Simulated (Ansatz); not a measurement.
# What SnO (model cell, started as zinc blende) distorts into, part 2 of 3

Aim: this structure of SnO (model cell, started as zinc blende) is to be tested for unstable modes, and one is followed downhill.

Ansatz 0.2.0; DFT LDA, scalar-relativistic, plane waves, PAW.

So far, highest frequency on path, mesh or solved points (cm⁻¹): step 2 (the dispersion) 218. Also lowest frequency on the path (cm⁻¹): step 2 -264.

The structure was built from a prototype and need not be the compound's stable phase.

## Step 4: The mode frozen in, largest atomic shift 0.14 Å

The atoms are moved along the unstable eigenvector, the largest shift by 0.14 Å, with the cell fixed.

Contents of input.yaml:

```yaml
crystal:
  lattice:
    - [0.0, -2.6614960121, -2.6614960121]
    - [0.0, 2.6614960121, -2.6614960121]
    - [5.3229920242, 0.0, 0.0]
  atoms:
    - { symbol: Sn, position: [0.5, 0.5, 0.5] }
    - { symbol: Sn, position: [0.0, 0.0, 0.0] }
    - { symbol: O, position: [0.0, 0.5, 0.7763009975] }
    - { symbol: O, position: [0.5, 0.0, 0.2236990025] }
kpoints:
  mp_grid: { grid: [10, 10, 8] }
hamiltonian:
  xc: lda
scf:
  occupations: { method: methfessel_paxton, width: 0.15 }
output:
  forces: true
  stress: true
  eigenvalues: true
```

Command:

```sh
$ ansatz run input.yaml --threads 4 --pin off --max-ram 7168MiB --backend cpu --events-out ev --progress --plain --runs-dir out
```

Standard output:

```text
[...]
Crystal: 4 atoms, lattice volume = 75.411 Å³
Basis set: ecut = 420 eV, 1465 PW (Γ)
Bands: 24, of which v1, the nominal top of the filled ones, is band 20 counted from 1 (19 counted from 0)
Symmetry: 8 space group operations
[...]
k-points: 105 of 800 (time reversal used)
[...]
--- Band table (eV; the first three rows and the last of 105) ---
  k-point 0: bands = [... 16 lower, 4.9304, 5.0237, 5.0237, 8.2760, 8.8105, 13.2018, 13.2018, 13.4676]
  k-point 1: bands = [... 16 lower, 4.9764, 4.9764, 5.1211, 8.1269, 8.9898, 13.1328, 13.2020, 13.2020]
  k-point 2: bands = [... 16 lower, 4.8495, 4.8495, 5.5854, 7.7980, 9.4011, 12.3883, 13.2050, 13.2050]
  k-point 104: bands = [... 16 lower, 3.3687, 3.3987, 8.3639, 9.7838, 10.0608, 10.0608, 11.7713, 11.7713]
[key lines of the parts left out:]
SCF converged after 8 iterations
Free energy (F): -12867.699659 eV
Fermi energy:    8.967855 eV
P = ⅓ Tr σ = -0.5282 GPa (-5.282 kbar)
```

It took 4.6 s on 4 threads of Arm Neoverse V2, shared host; peak memory 0.42 GiB.

Numbers from this step:

```
pressure                         : -0.5282 GPa
energy from the undistorted cell : -3.55 meV/atom
```

The energy, extrapolated to zero smearing, is -3.55 meV/atom against the undistorted cell.

The run ends at a pressure of -0.53 GPa, with forces up to 0.039 eV/Å.

## Step 5: Energy along the mode, all amplitudes (two of the runs are shown above)

An imaginary frequency means negative curvature, so the energy should fall and then rise again as anharmonic terms take over.

Numbers from this step:

- depth at the lowest point sampled: 3.55 meV/atom
- largest atomic shift at that point: 0.14 Å

Energy from the parent against largest atomic shift:

| largest atomic shift (Å) | energy from the parent (meV/atom) |
| --- | --- |
| 0.000 | 0 |
| 0.040 | -0.957 |
| 0.080 | -2.66 |
| 0.140 | -3.55 |
| 0.220 | 1.04 |
| 0.320 | 14.4 |

Displacement at unit largest shift by atom:

| atom | x (Å) | y (Å) | z (Å) | size |
| --- | --- | --- | --- | --- |
| Sn1 | 0.00 | 0.00 | 0.00 | 0.00 |
| Sn2 | 0.00 | 0.00 | 0.00 | 0.00 |
| O3 | 1.00 | 0.00 | 0.00 | 1.00 |
| O4 | -1.00 | 0.00 | 0.00 | 1.00 |

The lowest step is at 0.14 Å, 3.55 meV/atom below the parent, and the energy rises beyond it.

## Step 6: Relaxing from the distorted cell

Starting from the lowest point found, all atoms and the cell are let go, so that strain and other modes of the same symmetry can join in.

Changes to input.yaml since step 4:

```diff
@@ -20 +20,10 @@
   eigenvalues: true
+  write_density: true
+  write_potential: true
+  elf: true
+  volumetric_format: npy
+relax:
+  adjacent_minimum: "off"
+  f_tol: 0.002
+  max_steps: 120
+  cell: { stress_tol: 0.03 }
```

Standard output:

```text
[...]
Crystal: 4 atoms, lattice volume = 75.411 Å³
Basis set: ecut = 420 eV, 1465 PW (Γ)
Bands: 24, of which v1, the nominal top of the filled ones, is band 20 counted from 1 (19 counted from 0)
Symmetry: 8 space group operations
[...]
k-points: 105 of 800 (time reversal used)
[...]
SCF iter   1: F=—  HF=-12867.800312 eV  |F-HF|=—  |Δ(HF+E_count)|=         —  Δρ=2.41e-2  dr2=5.00e-1  ethr=1.77e-3  ⟨swp⟩=5.6  Hψ=11427  notcnv=0
[...]
SCF iter   8: F=-12867.699659 eV  HF=-12867.699659 eV  |F-HF|=4.64e-10  |Δ(HF+E_count)|=   4.59e-9  S|Δr|=    0.00e0  Δρ=1.61e-6  dr2=2.06e-9  ethr=2.50e-10  ⟨swp⟩=8.9  Hψ=15142  notcnv=0
SCF 1 converged in 8 iterations: F = -12867.699659 eV  dr2 = 2.06e-9
[...]
relax step   1: F+E_penalty+E_count = -12867.69965920 eV  Δ(F+E_penalty+E_count) = +0.000e0 eV  max|allowed force component| = 3.939e-2 eV/Å  Δτ_max = 0.0000 Å  P = -0.528 GPa  Ω = 75.411 Å³  (8 SCF iters, dr2 threshold 1.00e-7 eV, accepted)
Crystal: 4 atoms, lattice volume = 74.763 Å³
[...]
SCF iter   5: F=-12867.703266 eV  HF=-12867.703266 eV  |F-HF|=1.95e-8  |Δ(HF+E_count)|=   3.15e-7  S|Δr|=    0.00e0  Δρ=1.26e-5  dr2=1.77e-7  ethr=1.00e-9  ⟨swp⟩=8.8  Hψ=18230  notcnv=0
SCF 2 converged in 5 iterations: F = -12867.703266 eV  dr2 = 1.77e-7
relax step   2: F+E_penalty+E_count = -12867.70326617 eV  Δ(F+E_penalty+E_count) = -3.607e-3 eV  max|allowed force component| = 1.256e-2 eV/Å  Δτ_max = 0.0073 Å  P = +0.160 GPa  Ω = 74.763 Å³  energy of the carried Pulay correction = +2.079e-3 eV  (5 SCF iters, dr2 threshold 4.00e-7 eV, accepted)
Crystal: 4 atoms, lattice volume = 74.824 Å³
[...]
SCF iter   4: F=-12867.703549 eV  HF=-12867.703549 eV  |F-HF|=2.29e-9  |Δ(HF+E_count)|=   3.63e-7  S|Δr|=    0.00e0  Δρ=1.41e-5  dr2=1.15e-7  ethr=6.42e-10  ⟨swp⟩=8.4  Hψ=17638  notcnv=0
SCF 3 converged in 4 iterations: F = -12867.703549 eV  dr2 = 1.15e-7
relax step   3: F+E_penalty+E_count = -12867.70354926 eV  Δ(F+E_penalty+E_count) = -2.831e-4 eV  max|allowed force component| = 3.353e-3 eV/Å  Δτ_max = 0.0022 Å  P = +0.082 GPa  Ω = 74.824 Å³  energy of the carried Pulay correction = +1.881e-3 eV  (4 SCF iters, dr2 threshold 2.57e-7 eV, accepted)
[... from here on, the SCF cycles and remarks between the steps are left out ...]
relax step   4: F+E_penalty+E_count = -12867.70375106 eV  Δ(F+E_penalty+E_count) = -2.018e-4 eV  max|allowed force component| = 1.426e-2 eV/Å  Δτ_max = 0.0037 Å  P = -0.041 GPa  Ω = 74.899 Å³  energy of the carried Pulay correction = +1.641e-3 eV  (5 SCF iters, dr2 threshold 1.01e-7 eV, accepted)
relax step   5: F+E_penalty+E_count = -12867.70383277 eV  Δ(F+E_penalty+E_count) = -8.171e-5 eV  max|allowed force component| = 1.324e-2 eV/Å  Δτ_max = 0.0010 Å  P = -0.041 GPa  Ω = 74.888 Å³  energy of the carried Pulay correction = +1.677e-3 eV  (5 SCF iters, dr2 threshold 1.27e-8 eV, accepted)
relax step   6: F+E_penalty+E_count = -12867.70425189 eV  Δ(F+E_penalty+E_count) = -4.191e-4 eV  max|allowed force component| = 2.093e-3 eV/Å  Δτ_max = 0.0068 Å  P = +0.001 GPa  Ω = 74.805 Å³  energy of the carried Pulay correction = +1.943e-3 eV  (7 SCF iters, dr2 threshold 1.10e-8 eV, accepted)
relax step   7: F+E_penalty+E_count = -12867.70435991 eV  Δ(F+E_penalty+E_count) = -1.080e-4 eV  max|allowed force component| = 8.621e-5 eV/Å  Δτ_max = 0.0024 Å  P = +0.000 GPa  Ω = 74.778 Å³  energy of the carried Pulay correction = +2.029e-3 eV  (8 SCF iters, dr2 threshold 2.74e-10 eV, accepted)
relax step   8: F+E_penalty+E_count = -12867.70342504 eV  Δ(F+E_penalty+E_count) = +9.349e-4 eV  max|allowed force component| = 2.399e-4 eV/Å  Δτ_max = 0.0000 Å  P = -0.019 GPa  Ω = 74.778 Å³  stress off target by 1.18e-1 GPa  SCF on the basis re-selected at this cell (its energy is not comparable with the rows above)  (6 SCF iters)
relax step   9: F+E_penalty+E_count = -12867.70632579 eV  Δ(F+E_penalty+E_count) = -2.901e-3 eV  max|allowed force component| = 1.731e-2 eV/Å  Δτ_max = 0.0097 Å  P = +0.246 GPa  Ω = 74.278 Å³  energy of the carried Pulay correction = +1.745e-3 eV  (8 SCF iters, dr2 threshold 3.50e-8 eV, accepted)
relax step  10: F+E_penalty+E_count = -12867.70674540 eV  Δ(F+E_penalty+E_count) = -4.196e-4 eV  max|allowed force component| = 3.689e-2 eV/Å  Δτ_max = 0.0367 Å  P = -0.897 GPa  Ω = 74.562 Å³  energy of the carried Pulay correction = +1.036e-3 eV  (5 SCF iters, dr2 threshold 2.17e-7 eV, accepted)
relax step  11: F+E_penalty+E_count = -12867.75651402 eV  Δ(F+E_penalty+E_count) = -4.977e-2 eV  max|allowed force component| = 1.994e-1 eV/Å  Δτ_max = 0.0718 Å  P = -0.380 GPa  Ω = 72.351 Å³  energy of the carried Pulay correction = +8.361e-3 eV  (8 SCF iters, dr2 threshold 4.00e-7 eV, accepted)
relax step  12: F+E_penalty+E_count = -12867.79740739 eV  Δ(F+E_penalty+E_count) = -4.089e-2 eV  max|allowed force component| = 3.631e-1 eV/Å  Δτ_max = 0.1214 Å  P = +3.969 GPa  Ω = 69.069 Å³  energy of the carried Pulay correction = +1.860e-2 eV  (8 SCF iters, dr2 threshold 4.00e-7 eV, accepted)
relax step  13: F+E_penalty+E_count = -12867.78673570 eV  Δ(F+E_penalty+E_count) = +1.067e-2 eV  max|allowed force component| = 3.093e-1 eV/Å  Δτ_max = 0.0759 Å  P = -3.060 GPa  Ω = 71.403 Å³  energy of the carried Pulay correction = +1.185e-2 eV  (8 SCF iters, dr2 threshold 4.00e-7 eV, rejected (line search))
relax step  14: F+E_penalty+E_count = -12867.80729083 eV  Δ(F+E_penalty+E_count) = -9.883e-3 eV  max|allowed force component| = 1.321e-1 eV/Å  Δτ_max = 0.0625 Å  P = +0.056 GPa  Ω = 71.455 Å³  energy of the carried Pulay correction = +1.129e-2 eV  (11 SCF iters, accepted)
relax step  15: F+E_penalty+E_count = -12867.82666299 eV  Δ(F+E_penalty+E_count) = -1.937e-2 eV  max|allowed force component| = 4.461e-2 eV/Å  Δτ_max = 0.0210 Å  P = +0.007 GPa  Ω = 71.076 Å³  energy of the carried Pulay correction = +1.259e-2 eV  (7 SCF iters, dr2 threshold 4.00e-7 eV, accepted)
relax step  16: F+E_penalty+E_count = -12867.82935990 eV  Δ(F+E_penalty+E_count) = -2.697e-3 eV  max|allowed force component| = 3.026e-3 eV/Å  Δτ_max = 0.0068 Å  P = +0.046 GPa  Ω = 70.884 Å³  energy of the carried Pulay correction = +1.323e-2 eV  (6 SCF iters, dr2 threshold 4.00e-7 eV, accepted)
relax step  17: F+E_penalty+E_count = -12867.82916906 eV  Δ(F+E_penalty+E_count) = +1.908e-4 eV  max|allowed force component| = 3.989e-3 eV/Å  Δτ_max = 0.0019 Å  P = -0.024 GPa  Ω = 70.951 Å³  energy of the carried Pulay correction = +1.303e-2 eV  (5 SCF iters, dr2 threshold 2.34e-8 eV, accepted)
relax step  18: F+E_penalty+E_count = -12867.82932348 eV  Δ(F+E_penalty+E_count) = -1.544e-4 eV  max|allowed force component| = 4.949e-4 eV/Å  Δτ_max = 0.0010 Å  P = +0.006 GPa  Ω = 70.904 Å³  energy of the carried Pulay correction = +1.318e-2 eV  (5 SCF iters, dr2 threshold 9.94e-10 eV, accepted)
relax step  19: F+E_penalty+E_count = -12867.90493097 eV  Δ(F+E_penalty+E_count) = -7.561e-2 eV  max|allowed force component| = 1.257e-2 eV/Å  Δτ_max = 0.0000 Å  P = +1.028 GPa  Ω = 70.904 Å³  stress off target by 3.26e0 GPa  SCF on the basis re-selected at this cell (its energy is not comparable with the rows above)  (8 SCF iters)
relax step  20: F+E_penalty+E_count = -12867.93667120 eV  Δ(F+E_penalty+E_count) = -3.174e-2 eV  max|allowed force component| = 1.916e-2 eV/Å  Δτ_max = 0.0055 Å  P = +0.446 GPa  Ω = 70.899 Å³  energy of the carried Pulay correction = +1.636e-4 eV  (6 SCF iters, dr2 threshold 4.00e-7 eV, accepted)
relax step  21: F+E_penalty+E_count = -12867.94066402 eV  Δ(F+E_penalty+E_count) = -3.993e-3 eV  max|allowed force component| = 2.394e-2 eV/Å  Δτ_max = 0.0100 Å  P = -0.364 GPa  Ω = 71.370 Å³  energy of the carried Pulay correction = -1.316e-3 eV  (6 SCF iters, dr2 threshold 4.00e-7 eV, accepted)
relax step  22: F+E_penalty+E_count = -12867.94206261 eV  Δ(F+E_penalty+E_count) = -1.399e-3 eV  max|allowed force component| = 1.699e-2 eV/Å  Δτ_max = 0.0010 Å  P = +0.194 GPa  Ω = 71.027 Å³  energy of the carried Pulay correction = -1.785e-4 eV  (5 SCF iters, dr2 threshold 4.00e-7 eV, accepted)
relax step  23: F+E_penalty+E_count = -12867.94173251 eV  Δ(F+E_penalty+E_count) = +3.301e-4 eV  max|allowed force component| = 3.628e-4 eV/Å  Δτ_max = 0.0009 Å  P = -0.002 GPa  Ω = 71.153 Å³  energy of the carried Pulay correction = -6.037e-4 eV  (4 SCF iters, dr2 threshold 9.60e-8 eV, accepted)
relax step  24: F+E_penalty+E_count = -12867.94713221 eV  Δ(F+E_penalty+E_count) = -5.400e-3 eV  max|allowed force component| = 1.802e-3 eV/Å  Δτ_max = 0.0000 Å  P = +0.087 GPa  Ω = 71.153 Å³  stress off target by 4.20e-1 GPa  SCF on the basis re-selected at this cell (its energy is not comparable with the rows above)  (7 SCF iters)
relax step  25: F+E_penalty+E_count = -12867.94779551 eV  Δ(F+E_penalty+E_count) = -6.633e-4 eV  max|allowed force component| = 3.736e-4 eV/Å  Δτ_max = 0.0015 Å  P = +0.040 GPa  Ω = 71.146 Å³  energy of the carried Pulay correction = +4.726e-5 eV  (5 SCF iters, dr2 threshold 4.00e-7 eV, accepted)
relax step  26: F+E_penalty+E_count = -12867.94761034 eV  Δ(F+E_penalty+E_count) = +1.852e-4 eV  max|allowed force component| = 1.488e-3 eV/Å  Δτ_max = 0.0008 Å  P = -0.026 GPa  Ω = 71.205 Å³  energy of the carried Pulay correction = -1.495e-4 eV  (4 SCF iters, dr2 threshold 1.62e-8 eV, accepted)
relax step  27: F+E_penalty+E_count = -12867.94767857 eV  Δ(F+E_penalty+E_count) = -6.823e-5 eV  max|allowed force component| = 4.499e-5 eV/Å  Δτ_max = 0.0001 Å  P = -0.000 GPa  Ω = 71.186 Å³  energy of the carried Pulay correction = -8.282e-5 eV  (4 SCF iters, dr2 threshold 2.33e-9 eV, accepted)
relax step  28: F+E_penalty+E_count = -12867.94779579 eV  Δ(F+E_penalty+E_count) = -1.172e-4 eV  max|allowed force component| = 1.851e-4 eV/Å  Δτ_max = 0.0000 Å  P = +0.000 GPa  Ω = 71.186 Å³  stress off target by 3.37e-2 GPa  SCF on the basis re-selected at this cell (its energy is not comparable with the rows above)  (5 SCF iters)
relax step  29: F+E_penalty+E_count = -12867.94781085 eV  Δ(F+E_penalty+E_count) = -1.506e-5 eV  max|allowed force component| = 6.290e-4 eV/Å  Δτ_max = 0.0002 Å  P = +0.000 GPa  Ω = 71.184 Å³  energy of the carried Pulay correction = +9.009e-6 eV  (5 SCF iters, dr2 threshold 2.83e-9 eV, accepted)
[...]
SCF iter   6: F=-12867.947812 eV  HF=-12867.947812 eV  |F-HF|=5.46e-12  |Δ(HF+E_count)|=  3.64e-12  S|Δr|=    0.00e0  Δρ=9.25e-8  dr2=5.72e-12  ethr=1.00e-12  ⟨swp⟩=6.3  Hψ=11301  notcnv=0
SCF 30 converged in 6 iterations: F = -12867.947812 eV  dr2 = 5.72e-12
relax step  30: F+E_penalty+E_count = -12867.94781208 eV  Δ(F+E_penalty+E_count) = -1.227e-6 eV  max|allowed force component| = 6.255e-4 eV/Å  Δτ_max = 0.0000 Å  P = +0.000 GPa  Ω = 71.184 Å³  stress off target by 6.11e-3 GPa  SCF on the basis re-selected at this cell (its energy is not comparable with the rows above)  (6 SCF iters)
[...]
SCF converged after 6 iterations
[...]
Free energy (F): -12867.947812 eV
[...]
Internal energy: -12867.949131 eV  (E = F + TS)
E sigma→0 (E₀):  -12867.948142 eV
Entropy (-TS):   0.001319 eV (0.330 meV/atom)
Fermi energy:    9.848787 eV
[...]
--- Forces (eV/Å), atoms counted from 1 ---
  atom   1  Sn    -0.00000000     0.00000000    -0.00000000
  atom   2  Sn    -0.00000000    -0.00000000    -0.00000000
  atom   3  O     -0.00062552    -0.00000000    -0.00000000
  atom   4  O      0.00062552    -0.00000000     0.00000000
  max |Σ_I F_I| component: 4.86e-17 eV/Å
--- Stress (GPa, compression-positive) ---
        0.006107      -0.000000      -0.000000
       -0.000000      -0.002441       0.000000
       -0.000000       0.000000      -0.002441
  P = ⅓ Tr σ = 0.0004 GPa (0.004 kbar)
--- Band table (eV; the first three rows and the last of 105) ---
  k-point 0: bands = [... 16 lower, 4.5625, 6.0273, 6.0273, 9.0735, 9.7977, 13.4093, 15.0213, 15.0213]
  k-point 1: bands = [... 16 lower, 4.8009, 6.0205, 6.0205, 8.7088, 10.1051, 13.2965, 15.0375, 15.0375]
  k-point 2: bands = [... 16 lower, 5.3277, 6.0039, 6.0039, 8.0883, 10.5552, 13.0205, 15.0776, 15.0776]
  k-point 104: bands = [... 16 lower, 3.9226, 4.2742, 7.4700, 9.4102, 9.4102, 11.6815, 11.6815, 12.2318]
--- Relaxed structure (25 steps of the walk, 24 accepted, 5 SCFs on fresh bases) ---
  F+E_penalty+E_count = -12867.94781208 eV   max|allowed force component| = 6.255e-4 eV/Å   (the final SCF, on the basis selected at the relaxed cell)
  cell:  # Å, volume = 71.1839 Å³
    - [0, -2.305025, -2.305025]
    - [0, 2.305025, -2.305025]
    - [6.698848, 0, 0]
  atoms:
    - { symbol: Sn, position: [0.500000, 0.500000, 0.500000] }
    - { symbol: Sn, position: [0, 0, 9.369411e-19] }
    - { symbol: O, position: [0.0, 0.500000, 0.817808] }
    - { symbol: O, position: [0.500000, 0.0, 0.182192] }
```

Elapsed: 2.4 min, on 4 threads; peak memory 0.53 GiB.

Relaxation path (22 of 30):

| step | energy less that of the first step (eV) | largest force component (eV/Å) | pressure (GPa) | volume (Å³) |
| --- | --- | --- | --- | --- |
| 1 | 0.0000 | 0.0394 | -0.53 | 75.41 |
| 2 | -0.0036 | 0.0126 | 0.16 | 74.76 |
| 4 | -0.0041 | 0.0143 | -0.04 | 74.90 |
| 5 | -0.0042 | 0.0132 | -0.04 | 74.89 |
| 7 | -0.0047 | 0.0001 | 0.00 | 74.78 |
| 8* | -0.0038 | 0.0002 | -0.02 | 74.78 |
| 9 | -0.0067 | 0.0173 | 0.25 | 74.28 |
| 11 | -0.0569 | 0.1994 | -0.38 | 72.35 |
| 12 | -0.0977 | 0.3631 | 3.97 | 69.07 |
| 13 | -0.0871 | 0.3093 | -3.06 | 71.40 |
| 15 | -0.1270 | 0.0446 | 0.01 | 71.08 |
| 16 | -0.1297 | 0.0030 | 0.05 | 70.88 |
| 18 | -0.1297 | 0.0005 | 0.01 | 70.90 |
| 19* | -0.2053 | 0.0126 | 1.03 | 70.90 |
| 20 | -0.2370 | 0.0192 | 0.45 | 70.90 |
| 22 | -0.2424 | 0.0170 | 0.19 | 71.03 |
| 23 | -0.2421 | 0.0004 | 0.00 | 71.15 |
| 24* | -0.2475 | 0.0018 | 0.09 | 71.15 |
| 26 | -0.2480 | 0.0015 | -0.03 | 71.21 |
| 27 | -0.2480 | 0.0000 | 0.00 | 71.19 |
| 29 | -0.2482 | 0.0006 | 0.00 | 71.18 |
| 30* | -0.2482 | 0.0006 | 0.00 | 71.18 |

Relaxation steps marked * repeat the geometry before them on a plane-wave basis chosen anew for their cell, so energy and pressure can jump there. Other such steps can lie between the rows shown. Relaxation step 13 was tried and not accepted.

Forces are held to the 8 operations that the program found; a distortion that breaks them can't arise in this run.

| cell as run | before | after | change |
| --- | --- | --- | --- |
| a (Å) | 3.764 | 3.260 | -13.4 % |
| b (Å) | 3.764 | 3.260 | -13.4 % |
| c (Å) | 5.323 | 6.699 | +25.8 % |
| volume (Å³/atom) | 18.85 | 17.80 | -5.6 % |

The atoms that moved most (Å, as changes of fractional coordinates times the final cell):

| atom | dx | dy | dz | length |
| --- | --- | --- | --- | --- |
| O3 | 0.278 | 0.000 | 0.000 | 0.278 |
| O4 | -0.278 | 0.000 | 0.000 | 0.278 |

The relaxed structure:

```xyz
4
Lattice="0.0000 -2.3050 -2.3050 0.0000 2.3050 -2.3050 6.6988 0.0000 0.0000" Properties=species:S:1:pos:R:3 pbc="T T T"
Sn    3.3494    0.0000   -2.3050
Sn    0.0000    0.0000    0.0000
O     5.4784    1.1525   -1.1525
O     1.2205   -1.1525   -1.1525
```

Numbers from this step:

- pressure: 4.08e-4 GPa
- volume per atom: 17.80 Å³

Valence density in the ac plane at fractional y = 0.000, with atoms of Sn and O within 0.2 Å of it. It is the smooth field of the valence electrons, not physical close to the nuclei.

Ten steps, logarithmic in the rise over the least value, from '_' (0 e/Å³) to '@' (16 e/Å³), each cell a mean:
```
@@@@##**==::............::==**##@@
####**++--::....____....::--++**##
====----::..____________..::----==
::::::....________________....::::
....____________________________..
__________________________________
__________________________________
__________________________________
__________________________________
________________....______________
____________............__________
____________............__________
____________............__________
______________........____________
______________........____________
____________............__________
________....::--------::....______
______..::--==++****++==--::..____
____....::==**########**==::....__
::..::::--==**##%%%%##**==--::::..
==--------==++**####**++==--------
****++==----==++++++++==----==++**
@@%%##**==----------------==**##%%
@@@@%%**==--::::....::::--==**%%@@
```
Columns run along a (3.3 Å), rows up along c (6.7 Å). Atoms in or near the plane, at fractional coordinates: Sn at (0.00, 0.00), O at (0.50, 0.18).

Electrostatic potential energy in the ac plane at fractional y = 0.000, with atoms of Sn and O within 0.2 Å of it. With pseudopotentials it is smooth inside the atoms' cores, unlike the true potential.

Ten even steps from '0' (-28 eV) to '9' (26 eV), each cell a mean:
```
99953356666533599
77533466666643357
33335666776665333
44556667777666554
66666777777776666
77777777777777777
77777777777777777
77777777777777777
77777777777777777
77777777777777777
77777777777777777
77777777777777777
77777777777777777
77777777777777777
77777777777777777
77777777777777777
77777776666777777
77777642112467777
66767510000157676
55566300000036655
33345510000155433
55433553223553345
99843456666543489
99963356666533699
```
Columns run along a (3.3 Å; values clipped at the 3rd and 97th percentile), rows up along c (6.7 Å). Atoms in or near the plane, at fractional coordinates: Sn at (0.00, 0.00), O at (0.50, 0.18).

(Part 2 of 3 ends here.)

[Long decimals in the printed logs are rounded to 6 places.]

[Logs are printed without paths, hosts, clocks, repeated set-up lines and the standing remarks that a program may print on its own settings, such as how far it seeks lower states.]

[Hosts, paths, dates, database ids (printed as entryN), source tags and the programs' standing remarks are cut or masked in the printed files.]

[Where the starting crystal was built by hand or by swapping elements, it need not be the compound's stable phase.]
